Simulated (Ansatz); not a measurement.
The compound is K2NiF4 (started from the K2NiF4 type) (I4/mmm).

The structure was built from a prototype and need not be the compound's stable phase.

```cif
data_structure
_symmetry_space_group_name_H-M 'P 1'
_symmetry_Int_Tables_number 1
_cell_length_a 6.8249
_cell_length_b 6.8249
_cell_length_c 6.8249
_cell_angle_alpha 146.685
_cell_angle_beta 146.685
_cell_angle_gamma 47.831
_cell_volume 95.52
loop_
_atom_site_label
_atom_site_type_symbol
_atom_site_fract_x
_atom_site_fract_y
_atom_site_fract_z
_atom_site_occupancy
K1 K 0.35672 0.35672 0.00000 1
K2 K 0.64328 0.64328 0.00000 1
Ni3 Ni 0.00000 0.00000 0.00000 1
F4 F 0.00000 0.50000 0.50000 1
F5 F 0.50000 0.00000 0.50000 1
F6 F 0.15330 0.15330 0.00000 1
F7 F 0.84670 0.84670 0.00000 1
```

The structure was relaxed with LDA. The structure type comes from a generator and need not be one that this composition takes. The structure was generated from a model, not taken from a measurement. The runs that relaxed it are not among those shown. The program's search for lower electronic states was switched off, so nothing shows that the state found is the lowest. PAW set soft_2, made with PBE.

A constrained-RPA run (Ansatz 0.2.0; non-magnetic LDA; Ni eg, bands v1 to c1, 6×6×6 mesh, medium accuracy) builds 2 functions on bands 2.2 eV wide, with 2.0 electrons in the window. The bare on-site interaction is 22.1 eV and the bare J 0.97 eV.

Question: What U and J survive the screening?

On the Ni eg shell, U = 7.57 eV (34 % of the bare value), U′ = 6.11 eV, J = 0.73 eV.

The parent state is non-magnetic and the interaction static (zero frequency); U depends on the window and the orbitals, so it belongs to this model alone.

[Paths, hosts, dates, memory and timing lines, banners, echoed tables and standing remarks are left out of the program output.]

[Logs are printed without paths, hosts, clocks, repeated set-up lines and the standing remarks that a program may print on its own settings, such as how far it seeks lower states.]

[Runs of the session that timed out or met a known fault of the program may be left out.]

[Hosts, paths, dates, database ids (printed as entryN), source tags and the programs' standing remarks are cut or masked in the printed files.]
